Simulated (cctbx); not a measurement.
**Zn2Sb3: solution and refinement**

Cell a = 13.1190 Å, b = 5.7070 Å, c = 5.5130 Å, α = 90.00°, β = 90.00°, γ = 90.00°; space group Pnna (no. 52); content Sb12 Zn8.

Simulated single-crystal data (cctbx): synchrotron X-rays, λ = 0.4959 Å, to d = 0.77 Å, 70 % of the full sphere, strongest reflection 5000 counts, noise from counting, a 1.5 % proportional error and a noise floor of 2 counts (s.d.); no absorption.

1 earlier start (other random phases, and plain and normalised amplitudes in turn) led nowhere (symmetry correlation 0.78).

Charge flipping in P1 on normalised amplitudes to 0.8 Å, δ = 0.9 σ, 10 % of the reflections treated as weak, 400 cycles:

```text
cycle      R  skewness
    0  0.617     0.28
   33  0.396     1.46
   66  0.413     1.72
   99  0.418     1.94
  132  0.439     3.87
  165  0.454     3.76
  198  0.460     3.63
  231  0.453     3.71
  264  0.447     3.57
  297  0.446     3.74
  330  0.456     3.62
  363  0.462     3.55
  396  0.451     3.67
origin shift          correlation  skewness
 0.478  0.200  0.322      0.817      2.90
 0.480  0.204  0.133      0.789      1.75
-0.005  0.211  0.164      0.792      1.55
 0.077  0.210  0.327      0.790      1.45
taken: symmetry correlation 0.817, skewness 2.90
peak      x       y       z  mult  height/sigma
Q1    0.1548  0.5574  0.0660    8     11.4
Q2    0.0661  0.2500  0.7500    4      9.4
Q3    0.0089  0.7500  0.7500    4      6.1
Q4    0.2500  0.0000  0.9442    4      5.6
Q5    0.1149  0.1582  0.4417    8      3.5
Q6    0.2170  0.5279  0.9310    8      3.2
Q7    0.0639  0.0191  0.9891    8      2.2
Q8    0.1194  0.2500  0.2500    4      2.2
Q9    0.0289  0.2181  0.9682    8      1.9
```

The origin is taken among those within 0.04 of the best correlation, by the skewness of the map.

Run time: 0.46 s on 1 thread of AMD EPYC 7R13 Processor (Zen 3) (shared host), peak memory 0.07 GiB.

Q: Assign the peaks.

Heights go roughly as Z and multiplicities must add up to the content. First model: Q1 = Sb1 (8 in the cell, height 11.4), Q2 = Sb2 (4 in the cell, height 9.4), Q3 = Zn1 (4 in the cell, height 6.1) and Q4 = Zn2 (4 in the cell, height 5.6). Against the true structure, Q1 is Sb, Q2 is Sb, Q3 is Zn and Q4 is Zn; the other peaks are not atoms.

Least squares on F², isotropic:

```text
Rint 0.036, 481 unique reflections to 0.77 A
cycle     R1     wR2    GooF  max shift (A)
   1  0.2149  0.4171  12.836   0.14111
   2  0.0145  0.0296   0.910   0.00002
final R1 0.0145 wR2 0.0296 GooF 0.910  parameters 10  data/parameter 48.1
atom        x        y        z      Ueq    occ   su(xyz)  su(Uiso or U11)
Sb1    0.15417  0.55100  0.06679   0.0036  1.000  0.00005  0.0001
Sb2    0.07005  0.25000  0.75000   0.0035  1.000  0.00003  0.0001
Zn1   -0.00185  0.75000  0.75000   0.0044  1.000  0.00005  0.0001
Zn2    0.25000  0.00000  0.94643   0.0041  1.000  0.00013  0.0001
difference map: max 0.98 min -0.95 rms 0.25
Q1    0.1225  0.2500  0.2500    4    1.01  1.58 A from Zn1
Q2    0.0828  0.5292  0.1430    8    1.01  1.03 A from Sb1
Q3    0.2072  0.5624  0.3775    8    0.95  1.18 A from Zn2
Q4    0.2335  0.5892  0.8181    8    0.81  1.56 A from Zn2
Q5    0.0970  0.1431  0.7973    8    0.80  0.75 A from Sb2
```

Anisotropic refinement:

```text
Rint 0.036, 481 unique reflections to 0.77 A
cycle     R1     wR2    GooF  max shift (A)
   1  0.0145  0.0296   0.925   0.00009
   2  0.0141  0.0290   0.906   0.00000
final R1 0.0141 wR2 0.0290 GooF 0.906  parameters 24  data/parameter 20.0
atom        x        y        z      Ueq    occ   su(xyz)  su(Uiso or U11)
Sb1    0.15417  0.55100  0.06679   0.0036  1.000  0.00005  0.0001
Sb2    0.07006  0.25000  0.75000   0.0035  1.000  0.00003  0.0002
Zn1   -0.00185  0.75000  0.75000   0.0044  1.000  0.00005  0.0003
Zn2    0.25000  0.00000  0.94644   0.0041  1.000  0.00013  0.0003
difference map: max 0.96 min -0.96 rms 0.25
Q1    0.0836  0.5299  0.1431    8    0.98  1.02 A from Sb1
Q2    0.2060  0.5640  0.3779    8    0.97  1.19 A from Zn2
Q3    0.1236  0.2500  0.2500    4    0.96  1.60 A from Zn1
Q4    0.2336  0.5867  0.8136    8    0.81  1.53 A from Zn2
Q5    0.0960  0.1467  0.7970    8    0.80  0.73 A from Sb2
Q6    0.0169  0.1252  0.7721    8    0.71  1.00 A from Sb2
```

**Reading.** The refinement ends at R1 = 0.0141, wR2 = 0.0290, GooF = 0.91, with difference density between -0.96 and 0.96 e/Å³. Every site matches the true model in element, within 0.001 Å r.m.s., up to an allowed shift of origin.

True model:

```csv
atom,mult.,x,y,z,Ueq (Å²)
Sb1,4,0.9299,1/4,3/4,0.0037
Sb2,8,0.6542,0.4490,0.0668,0.0035
Zn1,4,0.4982,1/4,3/4,0.0044
Zn2,4,3/4,1/2,0.5538,0.0040
```

The model was made for the exercise: a known structure type with other elements put in, its volume estimated, not relaxed; displacement parameters are assumed.

[Middle refinement cycles are left out of these outputs.]

[Logs are printed without paths, hosts, clocks, repeated set-up lines and the standing remarks that a program may print on its own settings, such as how far it seeks lower states.]
